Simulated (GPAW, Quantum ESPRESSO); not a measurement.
# Near-edge structure at the O K edge of Ti6O (P-31m)

Do two independent programs agree on the O K edge of Ti6O (P-31m)? The same cell and functional are run with XSpectra and with GPAW.

Calculated with Quantum ESPRESSO 7.5; core-hole supercells, plane-wave PAW LDA (first program; GPAW 26.7.0 follows as the second).

## Step 1: The structure

Symmetry: P-31m, No. 162, trigonal system. Conventional cell: a = 5.130 Å, b = 5.130 Å, c = 4.740 Å, α = 90.00°, β = 90.00°, γ = 120.00°. Nearest to Ti lie 1 O at 2.08 Å. Nearest to O lie 6 Ti at 2.08 Å. Farther neighbours and most contacts between anions are not listed.

## Step 2: The field without a hole (Quantum ESPRESSO)

A plain self-consistent run shows whether there is a gap, which decides the set-up of the core-hole run.

The input, scf.in:

```
&control
   calculation='scf', prefix='x', pseudo_dir='../pp', outdir='tmp', tprnfor=.true.
/
&system
   ibrav=0, nat=7, ntyp=2, nbnd=48
   ecutwfc=52, ecutrho=560
   occupations='smearing', smearing='mv', degauss=0.015
/
&electrons
   conv_thr=7.0e-08, electron_maxstep=120
   mixing_beta=0.5
/
ATOMIC_SPECIES
Ti 1.0 Ti.lda-spn-kjpaw.UPF
O3 1.0 O.lda-n-kjpaw.UPF
CELL_PARAMETERS angstrom
  5.13000000 0.00000000 0.00000000
  -2.56500000 4.44271032 0.00000000
  0.00000000 0.00000000 4.74000000
ATOMIC_POSITIONS crystal
Ti   0.33300000 0.33300000 0.75000000
Ti   0.66700000 0.00000000 0.75000000
Ti   0.00000000 0.66700000 0.75000000
Ti   0.66700000 0.66700000 0.25000000
Ti   0.00000000 0.33300000 0.25000000
Ti   0.33300000 0.00000000 0.25000000
O3   0.00000000 0.00000000 0.00000000
K_POINTS automatic
6 6 6 0 0 0
```

The input, Ti.lda-spn-kjpaw.ld1.in:

```
&input
   title='Ti', zed=22., rel=1, iswitch=3, dft='PZ',
   config='[Ar] 4s2 4p0 3d2'
/
&inputp
   file_pseudopw='Ti.lda-spn-kjpaw.UPF', author='',
   lpaw=.true.,
   pseudotype=3,
   lloc=-1,
   rcloc=1.6,
   which_augfun='PSQ',
   rmatch_augfun_nc=.true.,
   nlcc=.true.,
   new_core_ps=.true.,
   rcore=0.8,
   tm=.true.,
   lgipaw_reconstruction=.true., use_paw_as_gipaw=.true.
/
6
3S  1  0  2.00  0.00  0.85  1.30  0.0
4S  2  0  2.00  0.00  0.85  1.30  0.0
3P  2  1  6.00  0.00  0.80  1.60  0.0
4P  3  1  0.00  4.00  0.80  1.60  0.0
3D  3  2  2.00  0.00  0.80  1.50  0.0
3D  3  2  0.00  0.05  0.80  1.50  0.0
```

The input, O.lda-n-kjpaw.ld1.in:

```
&input
   title='O', zed=8., rel=1, iswitch=3, dft='PZ',
   config='[He] 2s2 2p4'
/
&inputp
   file_pseudopw='O.lda-n-kjpaw.UPF', author='',
   lpaw=.true.,
   pseudotype=3,
   lloc=-1,
   rcloc=1.1,
   which_augfun='PSQ',
   rmatch_augfun_nc=.true.,
   nlcc=.true.,
   new_core_ps=.true.,
   rcore=0.7,
   tm=.true.,
   lgipaw_reconstruction=.true., use_paw_as_gipaw=.true.
/
4
2S  1  0  2.00  0.00  1.00  1.30  0.0
2S  1  0  0.00  1.00  1.00  1.30  0.0
2P  2  1  4.00  0.00  0.90  1.35  0.0
2P  2  1  0.00  0.05  0.90  1.35  0.0
```

Started as:

```console
$ OMP_NUM_THREADS=1 mpirun --oversubscribe --bind-to none -np 4 pw.x -nk 4 -in scf.in > scf.out
```

The log of the run:

```text
     [... banner and references ...]
using ibrav=0 with symmetry is DISCOURAGED, use correct ibrav instead

     G-vector sticks info
     --------------------

     Using Slab Decomposition

     bravais-lattice index     =            0
     lattice parameter (alat)  =       9.6943  a.u.
     unit-cell volume          =     729.0214 (a.u.)^3
     number of atoms/cell      =            7
     number of atomic types    =            2
     number of electrons       =        78.00
     number of Kohn-Sham states=           48
     kinetic-energy cutoff     =      52.0000  Ry
     charge density cutoff     =     560.0000  Ry
     scf convergence threshold =      7.0E-08
     mixing beta               =       0.5000
     number of iterations used =            8  plain     mixing
     Exchange-correlation= SLA  PZ   NOGX NOGC
                           (   1   1   0   0   0   0   0)

     celldm(1)=   9.694295  celldm(2)=   0.000000  celldm(3)=   0.000000
     celldm(4)=   0.000000  celldm(5)=   0.000000  celldm(6)=   0.000000

     crystal axes: (cart. coord. in units of alat)
               a(1) = (   1.000000   0.000000   0.000000 )
               a(2) = (  -0.500000   0.866025   0.000000 )
               a(3) = (   0.000000   0.000000   0.923977 )

     reciprocal axes: (cart. coord. in units 2 pi/alat)
               b(1) = (  1.000000  0.577350 -0.000000 )
               b(2) = (  0.000000  1.154701  0.000000 )
               b(3) = (  0.000000 -0.000000  1.082278 )

     PseudoPot. #1 for Ti:     Pseudo is Projector augmented-wave + core cor, Zval = 12.0

     ../pp/O.lda-n-kjpaw.UPF
     Pseudo is Projector augmented-wave + core cor, Zval =  6.0
     Shape of augmentation charge: PSQ
     Using radial grid of 1095 points,  4 beta functions with:
                l(1) =   0
                l(2) =   0
                l(3) =   1
                l(4) =   1
     Q(r) pseudized with 0 coefficients

     atomic species   valence    mass     pseudopotential
     Ti               12.00     1.00000     Ti( 1.00)
     O3                6.00     1.00000     O ( 1.00)

     12 Sym. Ops., with inversion, found

   Cartesian axes

     site n.     atom                  positions (alat units)
         1        Ti     tau(   1) = (   0.1665000   0.2883865   0.6929825  )
         2        Ti     tau(   2) = (   0.6670000   0.0000000   0.6929825  )
         3        Ti     tau(   3) = (  -0.3335000   0.5776389   0.6929825  )
         4        Ti     tau(   4) = (   0.3335000   0.5776389   0.2309942  )
         5        Ti     tau(   5) = (  -0.1665000   0.2883865   0.2309942  )
         6        Ti     tau(   6) = (   0.3330000   0.0000000   0.2309942  )
         7        O3     tau(   7) = (   0.0000000   0.0000000   0.0000000  )

     number of k points=    34  Marzari-Vanderbilt smearing, width (Ry)=  0.0150
                       cart. coord. in units 2pi/alat
        k(    1) = (   0.0000000   0.0000000   0.0000000), wk =   0.0092593
        k(    2) = (   0.0000000   0.0000000   0.1803797), wk =   0.0185185
        k(    3) = (   0.0000000   0.0000000   0.3607595), wk =   0.0185185
        k(    4) = (   0.0000000   0.0000000  -0.5411392), wk =   0.0092593
        k(    5) = (   0.0000000   0.1924501   0.0000000), wk =   0.0555556
[...]
k(   32) = (  -0.1666667  -0.4811252   0.3607595), wk =   0.1111111
        k(   33) = (  -0.3333333  -0.5773503   0.1803797), wk =   0.0185185
        k(   34) = (  -0.3333333  -0.5773503   0.3607595), wk =   0.0185185

     Dense  grid:   163201 G-vectors     FFT dimensions: (  75,  75,  72)

     Smooth grid:    36941 G-vectors     FFT dimensions: (  45,  45,  45)

     Initial potential from superposition of free atoms

     starting charge      77.9925, renormalised to      78.0000
     Starting wfcs are   64 randomized atomic wfcs
     Checking if some PAW data can be deallocated...

     per-process dynamical memory:   125.2 Mb

     Self-consistent Calculation

     iteration #  1     ecut=    52.00 Ry     beta= 0.50
     Davidson diagonalization with overlap
     ethr =  1.00E-02,  avg # of iterations =  2.4

     Threshold (ethr) on eigenvalues was too large:
     Diagonalizing with lowered threshold

     Davidson diagonalization with overlap
     ethr =  6.50E-04,  avg # of iterations =  4.1

     total energy              =   -1120.75042522 Ry
     estimated scf accuracy    <       0.52680311 Ry

     iteration #  2     ecut=    52.00 Ry     beta= 0.50
     Davidson diagonalization with overlap
     ethr =  6.75E-04,  avg # of iterations =  5.6

     total energy              =   -1120.84791500 Ry
     estimated scf accuracy    <       0.42009539 Ry

     iteration #  3     ecut=    52.00 Ry     beta= 0.50
     Davidson diagonalization with overlap
     ethr =  5.39E-04,  avg # of iterations =  5.6

     total energy              =   -1120.93914426 Ry
     estimated scf accuracy    <       0.01905869 Ry

     iteration #  4     ecut=    52.00 Ry     beta= 0.50
     Davidson diagonalization with overlap
     ethr =  2.44E-05,  avg # of iterations =  5.8

     total energy              =   -1120.94198982 Ry
     estimated scf accuracy    <       0.00144065 Ry

     iteration #  5     ecut=    52.00 Ry     beta= 0.50
     Davidson diagonalization with overlap
     ethr =  1.85E-06,  avg # of iterations =  9.7

     total energy              =   -1120.94231525 Ry
     estimated scf accuracy    <       0.00020858 Ry

     iteration #  6     ecut=    52.00 Ry     beta= 0.50
     Davidson diagonalization with overlap
     ethr =  2.67E-07,  avg # of iterations =  4.3

     total energy              =   -1120.94231425 Ry
     estimated scf accuracy    <       0.00006279 Ry

     iteration #  7     ecut=    52.00 Ry     beta= 0.50
     Davidson diagonalization with overlap
     ethr =  8.05E-08,  avg # of iterations =  6.2

     total energy              =   -1120.94233691 Ry
     estimated scf accuracy    <       0.00001811 Ry

     iteration #  8     ecut=    52.00 Ry     beta= 0.50
     Davidson diagonalization with overlap
     ethr =  2.32E-08,  avg # of iterations =  5.4

     total energy              =   -1120.94234114 Ry
     estimated scf accuracy    <       0.00000063 Ry

     iteration #  9     ecut=    52.00 Ry     beta= 0.50
     Davidson diagonalization with overlap
     ethr =  8.08E-10,  avg # of iterations =  5.1

     End of self-consistent calculation

          k = 0.0000 0.0000 0.0000 (  4617 PWs)   bands (ev):

   -43.0246 -42.8997 -42.8841 -42.8841 -42.8815 -42.8815 -20.0190 -19.7406
   -19.6472 -19.6174 -19.6174 -19.5837 -19.5837 -19.5291 -19.5015 -19.5015
   -19.4993 -19.4993 -19.4456 -19.3048 -19.3048 -19.2507 -19.2181 -19.2181
    -7.1315   6.1511   6.2189   6.2189   7.9505  11.5136  11.7199  11.8129
    11.8750  11.8750  12.1515  12.2903  12.2903  13.3866  13.4354  13.4354
    13.8506  13.8506  13.9887  14.3854  14.3854  14.6994  14.7482  14.7482

     [... bands of 33 further k-points ...]

     the Fermi energy is    13.2422 ev

!    total energy              =   -1120.94234149 Ry
     total all-electron energy =    -10373.839937 Ry
     estimated scf accuracy    <          3.9E-09 Ry
     smearing contrib. (-TS)   =       0.00146149 Ry
     internal energy E=F+TS    =   -1120.94380298 Ry

     The total energy is F=E-TS. E is the sum of the following terms:
     one-electron contribution =    -244.70598722 Ry
     hartree contribution      =     155.86015145 Ry
     xc contribution           =    -117.49008928 Ry
     ewald contribution        =    -535.16780640 Ry
     one-center paw contrib.   =    -379.44007154 Ry

     convergence has been achieved in   9 iterations

     Forces acting on atoms (cartesian axes, Ry/au):

     atom    1 type  1   force =    -0.00492159   -0.00852445   -0.01307197
     atom    2 type  1   force =     0.00984319   -0.00000000   -0.01307197
     atom    3 type  1   force =    -0.00492159    0.00852445   -0.01307197
     atom    4 type  1   force =     0.00492159    0.00852445    0.01307197
     atom    5 type  1   force =     0.00492159   -0.00852445    0.01307197
     atom    6 type  1   force =    -0.00984319    0.00000000    0.01307197
     atom    7 type  2   force =     0.00000000    0.00000000    0.00000000

     Total force =     0.040082     Total SCF correction =     0.000223

     XML data file, charge density, pseudopotentials, collected wavefunctions

=------------------------------------------------------------------------------=
   JOB DONE.
=------------------------------------------------------------------------------=
```

It took 52 s on 4 MPI ranks of Arm Neoverse V1, shared host; peak memory 0.29 GiB; 3.5 min of CPU time.

Absorbing atoms carry a label of their own (element plus a letter or digit), as the spectrum program needs them as separate species.

The mesh shows no gap, so the system is treated as a metal and the core electron is put at the Fermi level (neutral cell).

## Step 3: Spectrum without a core hole, O atom 7 (Quantum ESPRESSO)

This cheap baseline ignores the attraction of the hole: it shows the absorber's empty states as they are in the ground state.

The absorber has 6 Ti at 2.08 Å (octahedral, site symmetry -3m).

The input, xspectra.in:

```
&input_xspectra
   calculation='xanes_dipole', edge='K'
   prefix='x', outdir='tmp', xiabs=2, xe0=13.2422
   xonly_plot=.false., x_save_file='xanes.sav'
   xniter=3000, xcheck_conv=20, xerror=0.005
   xcoordcrys=.false., xepsilon(1)=1, xepsilon(2)=0, xepsilon(3)=0
/
&plot
   xnepoint=413, xemin=-10, xemax=45, terminator=.true., cut_occ_states=.true.
   xgamma=0.4
/
&pseudos
   filecore='../O.wfc'
/
&cut_occ
   cut_desmooth=0.1, cut_stepl=0.05, cut_stepu=0.05, cut_ierror=1e-5
/
7 7 6 0 0 0
```

Started as:

```console
$ OMP_NUM_THREADS=1 mpirun --oversubscribe --bind-to none -np 4 xspectra.x -nk 4 -in xspectra.in > xspectra.out
```

The log of the run:

```text
     [... banner and references ...]
Reading input_file

     calculation: xanes_dipole

     xepsilon  [cartesian coordinates]:   1.000000   0.000000   0.000000

     xonly_plot: FALSE
        => complete calculation: Lanczos + spectrum plot

     filecore (core-wavefunction file): ../O.wfc

     main plot parameters:
        cut_occ_states: TRUE
        gamma_mode:  constant
        -> using xgamma [eV]:  0.40
        xemin [eV]: -10.00
        xemax [eV]:  45.00
        xnepoint:  413
        xe0 [eV]:  13.242200 (energy zero read in input file)

[...]
Results of STEP 1 successfully written in x_save_file
     x_save_file name:
     ->  xanes.sav
     x_save_file version:  2

     ... End STEP 1 ...

     ... Begin STEP 2 ...

     The spectrum is calculated using the following parameters:
        xe0 [eV]:   13.2422
        the occupied states are elimintate from the spectrum
        xemin [eV]: -10.00
        xemax [eV]:  45.00
        xnepoint:  413
        constant broadening parameter [eV]:    0.400
        Core level energy [eV]:  -543.1
         (from electron binding energy of neutral atoms in X-ray data booklet)

     Cross-section successfully written in xanes.dat

     ... End STEP 2 ...

                                END JOB XSpectra
```

The job ended after 4.6 min (4 MPI ranks; peak memory 0.21 GiB; 18 min of CPU time).

The O K spectrum, O atom 7, no core hole (energy from the energy zero of the input (xe0, at the border of filled and empty states); intensity scaled to a mean of 1 over the first 20 eV; the points at xe0, where the cut of filled states can leave a spike, are interpolated; polarised curves are means over the symmetry-equivalent atoms):

```
E (eV)  isotropic  ε ⊥ c  ε ∥ c
  -2.0       0.06   0.07   0.06
  -1.5       0.08   0.08   0.08
  -1.0       0.11   0.11   0.10
  -0.5       0.16   0.16   0.14
   0.0       0.29   0.31   0.26
   0.5       0.47   0.50   0.40
   1.0       0.75   0.79   0.66
   1.5       1.22   1.30   1.08
   2.0       1.91   2.08   1.55
   2.5       2.17   2.25   2.03
   3.0       1.98   1.90   2.15
   3.5       2.39   2.20   2.76
   4.0       2.18   2.05   2.42
   4.5       1.97   1.99   1.93
   5.0       1.68   1.71   1.60
   5.5       1.29   1.31   1.25
   6.0       1.06   1.09   1.02
   6.5       0.91   0.93   0.88
   7.0       0.64   0.69   0.54
   7.5       0.53   0.57   0.45
   8.0       0.47   0.51   0.39
   8.5       0.45   0.46   0.43
   9.0       0.59   0.59   0.58
   9.5       0.69   0.70   0.66
  10.0       0.81   0.81   0.80
  10.5       1.19   1.06   1.43
  11.0       1.33   1.14   1.71
  11.5       1.08   0.87   1.51
  12.0       0.77   0.68   0.96
  12.5       0.68   0.68   0.68
  13.0       0.73   0.79   0.61
  13.5       0.67   0.73   0.56
  14.0       0.65   0.72   0.53
  14.5       0.67   0.77   0.49
  15.0       0.77   0.92   0.47
  15.5       0.79   0.96   0.45
  16.0       0.77   0.90   0.51
  16.5       0.80   0.86   0.68
  17.0       0.79   0.79   0.79
  17.5       0.77   0.75   0.81
  18.0       0.75   0.74   0.78
  18.5       0.83   0.88   0.73
  19.0       0.79   0.86   0.66
  19.5       0.62   0.67   0.51
  20.0       0.51   0.50   0.54
  20.5       0.55   0.46   0.73
  21.0       0.59   0.46   0.86
  21.5       0.60   0.43   0.93
  22.0       0.69   0.46   1.16
  22.5       0.75   0.58   1.10
  23.0       0.76   0.68   0.93
  23.5       0.82   0.78   0.89
  24.0       0.81   0.82   0.78
  24.5       0.75   0.81   0.62
  25.0       0.74   0.79   0.65
  25.5       0.77   0.83   0.64
  26.0       0.76   0.81   0.66
  26.5       0.73   0.78   0.64
  27.0       0.65   0.73   0.50
  27.5       0.59   0.65   0.46
  28.0       0.53   0.60   0.39
  28.5       0.57   0.65   0.41
  29.0       0.61   0.69   0.46
  29.5       0.60   0.65   0.51
  30.0       0.64   0.63   0.65
  30.5       0.60   0.59   0.62
  31.0       0.59   0.63   0.52
  31.5       0.60   0.65   0.51
  32.0       0.60   0.63   0.55
```

Main maxima below 24 eV (height): 2.4 eV (2.20), 3.6 eV (2.43), 10.8 eV (1.36), 15.2 eV (0.81), 18.7 eV (0.84) and 23.8 eV (0.84). A K edge sees empty p states; the first features are O p mixed into the empty d states of the Ti neighbours, and the broad ones above probably into the cations' higher empty bands.

## Step 4: Another broadening

The final state's lifetime shortens with energy, so measured features broaden above the edge; the saved Lanczos coefficients are redrawn with a width that grows.

The input, xspectra_plot.in:

```
&input_xspectra
   calculation='xanes_dipole', edge='K'
   prefix='x', outdir='tmp', xiabs=2, xe0=13.2422
   xonly_plot=.true., x_save_file='xanes.sav'
   xniter=3000, xcheck_conv=20, xerror=0.005
   xcoordcrys=.false., xepsilon(1)=1, xepsilon(2)=0, xepsilon(3)=0
/
&plot
   xnepoint=413, xemin=-10, xemax=45, terminator=.true., cut_occ_states=.true.
   gamma_mode='variable', gamma_energy(1)=4, gamma_energy(2)=25, gamma_value(1)=0.3, gamma_value(2)=2.5
/
&pseudos
   filecore='../O.wfc'
/
&cut_occ
   cut_desmooth=0.1, cut_stepl=0.05, cut_stepu=0.05, cut_ierror=1e-5
/
7 7 6 0 0 0
```

Started as:

```console
$ OMP_NUM_THREADS=1 xspectra.x -in xspectra_plot.in > xspectra_plot.out
```

The log of the run:

```text
     [... banner and references ...]
Reading input_file
     -------------------------------------------------------------------------

     calculation: xanes_dipole

     xonly_plot: TRUE
        => only the spectrum plot

     main plot parameters:
        cut_occ_states: TRUE
        gamma_mode:  variable
        -> first, constant up to point ( 4.00, 0.30) [eV]
        -> then, linear up to point (25.00, 2.50) [eV]
        -> finally, constant up to xemax
        xemin [eV]: -10.00
        xemax [eV]:  45.00
        xnepoint:  413
[...]
xemin [eV]: -10.00
        xemax [eV]:  45.00
        xnepoint:  413
        energy-dependent broadening parameter:
         -> first, constant up to point ( 4.00, 0.30) [eV]
         -> then, linear up to point (25.00, 2.50) [eV]
         -> finally, constant up to xemax
        Core level energy [eV]:  -543.1
         (from electron binding energy of neutral atoms in X-ray data booklet)

     Cross-section successfully written in xanes.dat

     -------------------------------------------------------------------------
                                END JOB XSpectra
     -------------------------------------------------------------------------
[key lines of the parts left out:]
Fermi level [eV]:  13.6009
```

The job ended after 7.8 s (1 MPI rank; peak memory 0.05 GiB).

With a Lorentzian half width 0.3 eV up to 4 eV, rising linearly to 2.5 eV at 25 eV, the maxima are 2.4 eV (2.37), 3.6 eV (2.64) and 10.8 eV (1.00).

## Step 5: Reference energy of the supercell (Quantum ESPRESSO)

The photon energy needs a difference of total energies, so the cell and mesh of the coming hole run are first run without a hole.

The input, scf.in:

```
&control
   calculation='scf', prefix='x', pseudo_dir='../pp', outdir='tmp', tprnfor=.true.
/
&system
   ibrav=0, nat=14, ntyp=2, nbnd=96
   ecutwfc=52, ecutrho=560
   occupations='smearing', smearing='mv', degauss=0.015
/
&electrons
   conv_thr=1.4e-07, electron_maxstep=120
   mixing_beta=0.5
/
ATOMIC_SPECIES
Ti 1.0 Ti.lda-spn-kjpaw.UPF
O 1.0 O.lda-n-kjpaw.UPF
CELL_PARAMETERS angstrom
  2.56500000 -4.44271032 0.00000000
  -2.56500000 -4.44271032 0.00000000
  0.00000000 0.00000000 -9.48000000
ATOMIC_POSITIONS crystal
Ti   0.00000000 0.66700000 0.62500000
Ti   0.00000000 0.66700000 0.12500000
Ti   0.66700000 0.33300000 0.62500000
Ti   0.66700000 0.33300000 0.12500000
Ti   0.33300000 0.00000000 0.62500000
Ti   0.33300000 0.00000000 0.12500000
Ti   0.00000000 0.33300000 0.87500000
Ti   0.00000000 0.33300000 0.37500000
Ti   0.66700000 0.00000000 0.87500000
Ti   0.66700000 0.00000000 0.37500000
Ti   0.33300000 0.66700000 0.87500000
Ti   0.33300000 0.66700000 0.37500000
O    0.00000000 0.00000000 0.00000000
O    0.00000000 0.00000000 0.50000000
K_POINTS automatic
6 6 3 0 0 0
```

Started as:

```console
$ OMP_NUM_THREADS=1 mpirun --oversubscribe --bind-to none -np 4 pw.x -nk 4 -in scf.in > scf.out
```

The log of the run:

```text
     [... banner and references ...]
[banner, memory and clock lines left out]
Found identity + (  0.0000  0.0000  0.5000) symmetry
     This is a supercell, fractional translations are disabled
     using ibrav=0 with symmetry is DISCOURAGED, use correct ibrav instead

     G-vector sticks info

     bravais-lattice index     =            0
     lattice parameter (alat)  =       9.6943  a.u.
     unit-cell volume          =    1458.0429 (a.u.)^3
[...]
atom    1 type  1   force =    -0.00493340   -0.00854491   -0.01312491
     atom    2 type  1   force =    -0.00493451   -0.00854682   -0.01304381
     atom    3 type  1   force =     0.00986681   -0.00000000   -0.01312491
[...]
atom   13 type  2   force =     0.00000000   -0.00000000    0.00000000
     atom   14 type  2   force =     0.00000000   -0.00000000    0.00000000

     Total force =     0.056771     Total SCF correction =     0.001802

     XML data file, charge density, pseudopotentials, collected wavefunctions
[key lines of the parts left out:]
!    total energy              =   -2241.88468530 Ry
the Fermi energy is    13.2423 ev
convergence has been achieved in  12 iterations
```

The job ended after 3.4 min (4 MPI ranks; peak memory 0.54 GiB).

Reference energy: -282286.565 eV with the cores included.

(Continued in part 2 of 5.)

[Banner, clock and machine lines of the logs are left out without a mark of their own.]

[Logs are printed without paths, hosts, clocks, repeated set-up lines and the standing remarks that a program may print on its own settings, such as how far it seeks lower states.]

[Hosts, paths, dates, database ids (printed as entryN), source tags and the programs' standing remarks are cut or masked in the printed files.]

[Lists of maxima count a maximum above −3 eV only where it reaches 4 % of the highest in the window and stands out from its surroundings by 2 % of it (1.5 % where it reaches 55 %); shoulders and weaker maxima are passed over, and of the rest the first, up to two pre-edge ones and the few strongest are named.]
